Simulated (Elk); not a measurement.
**CoNiPd2: spin-spiral energies**

Wanted: E(q) for CoNiPd2 and its minimum.

Calculated with Elk 11.2.3 (patched build); LDA (Perdew-Wang); all-electron APW+lo, Dirac cores, scalar-relativistic bands.

Report form: the programs' logs are mostly left out.

## (1) The starting structure

Symmetry: P4/mmm, No. 123, tetragonal system. Conventional cell: a = 3.862 Å, b = 3.862 Å, c = 3.643 Å, α = 90.00°, β = 90.00°, γ = 90.00°. Nearest to Co lie 8 Pd at 2.65 Å and 4 Ni at 2.73 Å. Nearest to Ni lie 8 Pd at 2.65 Å and 4 Co at 2.73 Å. Pd has 4 Ni at 2.65 Å and 4 Co at 2.65 Å and 4 Pd at 2.73 Å nearest. invented: FeNiPt2 (P4/mmm) with Pd for Pt, Co for Fe. Farther neighbours are not listed.

The cell is a made-up one and need not be a known phase.

## (2) Reference state

The energies of all spirals count from this run, made with the same spinor basis and mesh so that errors cancel.

The moments start as ferro ++, in the xy plane (a flat spiral, cone angle 90°).

Moments are seeded by fields in the spheres (the last three columns under atoms), set against the wanted direction and reduced each loop.

elk.in reads:

```
tasks
  0

xctype
  3

rgkmax
  7.0

nempty
  14

swidth
  0.002

reducebf
  0.5

epsengy
  1e-06

maxscl
  100

lmaxi
  3

spinsprl
  .true.

spinpol
  .true.

vqlss
  0.000000 0.000000 0.000000

sppath
  './'

avec
  7.29788796727 0.00000000000 0.00000000000
  0.00000000000 7.29788796727 0.00000000000
  0.00000000000 0.00000000000 6.88496391177

atoms
  3
  'Co.in'
  1
  0.0000000000 0.0000000000 0.0000000000   -0.060000 0.000000 0.000000
  'Ni.in'
  1
  0.5000000000 0.5000000000 0.0000000000   -0.030000 0.000000 0.000000
  'Pd.in'
  2
  0.5000000000 0.0000000000 0.5000000000   0.000000 0.000000 0.000000
  0.0000000000 0.5000000000 0.5000000000   0.000000 0.000000 0.000000

ngridk
  8 8 8
```

Started as:

```bash
OMP_NUM_THREADS=4 elk
```

Elapsed: 9.1 min, on 4 threads of Arm Neoverse V1, shared host; peak memory 0.44 GiB.

Spin moment in the muffin-tin sphere by atom:

```tsv
atom	x (μB)	y (μB)	z (μB)	size
Co1	1.98	0.00	0.00	1.98
Ni2	0.77	0.00	0.00	0.77
Pd3	0.33	0.00	0.00	0.33
Pd4	0.33	0.00	0.00	0.33
```

Numbers from this step:

| Quantity | Value |
| --- | --- |
| density of states at the Fermi level | 6.663 states/eV/cell |
| moment between the spheres | -0.07722, 0, 0 μB |
| magnetization | 3.335, 0, 0 μB |
| final state | ferromagnetic |

After 29 cycles the largest moment stands at 1.98 μB.

## (3) One pass at q = (0, 0.25, 0)

One diagonalisation in the potential of q = 0; by the force theorem the spiral's energy is the band energy with the smearing's entropy term, less that of a like pass at q = 0. The total energy that such a pass prints is not self-consistent and is not used.

elk.in: that of step 2 with these lines changed.

```diff
@@ -1,3 +1,3 @@
 tasks
-  0
+  1
 
@@ -22,3 +22,3 @@
 maxscl
-  100
+  1
 
@@ -34,3 +34,3 @@
 vqlss
-  0.000000 0.000000 0.000000
+  0.000000 0.250000 0.000000
 
@@ -48,6 +48,6 @@
   1
-  0.0000000000 0.0000000000 0.0000000000   -0.060000 0.000000 0.000000
+  0.0000000000 0.0000000000 0.0000000000   -0.000060 0.000000 0.000000
   'Ni.in'
   1
-  0.5000000000 0.5000000000 0.0000000000   -0.030000 0.000000 0.000000
+  0.5000000000 0.5000000000 0.0000000000   -0.000030 0.000000 0.000000
   'Pd.in'
```

Started as:

```bash
OMP_NUM_THREADS=4 elk
```

It took 51 s on 4 threads; peak memory 0.53 GiB.

Read from the output:

```
magnetization  : 3.248, 0, 0 μB
final state    : spiral
largest moment : 2.048 μB
```

Moments of a spiral are printed for the first cell, in the frame that turns with it; over the crystal the turning parts cancel.

By that sum this spiral lies +35.8 meV a seeded atom from q = 0.

## (4) One pass at q = (0, 0.5, 0)

elk.in: that of step 3 with these lines changed.

```diff
@@ -34,3 +34,3 @@
 vqlss
-  0.000000 0.250000 0.000000
+  0.000000 0.500000 0.000000
```

Started as:

```bash
OMP_NUM_THREADS=4 elk
```

Run time: 50 s. Hardware: 4 threads; peak memory 0.54 GiB.

Numbers from this step:

* magnetization: 2.961, 0, 0 μB
* final state: spiral
* largest moment: 2.168 μB

By that sum this spiral lies +82.0 meV a seeded atom from q = 0.

## (5) A faulty input

A slip in the input shows what the program catches and what it lets pass.

elk.in: that of step 2 with these lines changed.

```diff
@@ -7,3 +7,3 @@
 rgkmax
-  7.0
+  4.0
 
@@ -22,3 +22,3 @@
 maxscl
-  100
+  50
 
@@ -34,3 +34,3 @@
 vqlss
-  0.000000 0.000000 0.000000
+  0.500000 0.500000 0.000000
```

Started as:

```bash
OMP_NUM_THREADS=4 elk
```

Run time: 5 min. Hardware: 4 threads; peak memory 0.45 GiB.

The run was cut off at its time limit.

The fault put into the input: a cutoff far too low.

So small a basis of waves describes the states badly; the cutoff must rise until moments and differences stand still.

## (6) E(q)

Wavevectors, in fractions of the reciprocal vectors: (0, 0, 0); (0, 0.25, 0); (0, 0.5, 0); (0.25, 0.5, 0); (0.5, 0.5, 0); (0.25, 0.25, 0); (0, 0, 0); (0, 0, 0.25); (0, 0, 0.5). The path runs through Γ, X, M, Γ, Z.

The energy less that at q = 0, frozen potential by path:

```tsv
path (Å⁻¹)	energy less that at q = 0, frozen potential (meV a seeded atom)
0.00	0
0.41	35.8
0.81	82.0
1.22	86.4
1.63	88.7
2.20	52.3
2.78	0
3.21	33.2
3.64	59.6
```

## (7) Summary of results

- lowest point: (0, 0, 0), 0 meV a seeded atom (frozen potential)
- highest point: (0.5, 0.5, 0), 88.7 meV a seeded atom

In words: No spiral on the path lies under the state at q = 0; the dearest costs 88.7 meV a seeded atom. The force theorem is exact for small turns only; a flat spiral at large q turns neighbours far. The mesh is the same for all points and was not tested: differences of a few meV, and of some ten in a metal, can be noise.

[Logs and program files are shortened in this print: banners, set-up blocks, solver, clock and traceback lines can be left out without a mark of their own.]

[Logs are printed without paths, hosts, clocks, repeated set-up lines and the standing remarks that a program may print on its own settings, such as how far it seeks lower states.]

[Hosts, paths, dates, database ids (printed as entryN), source tags and the programs' standing remarks are cut or masked in the printed files.]

[Where a cell is said to come from a database of computed structures, the database is the Materials Project.]
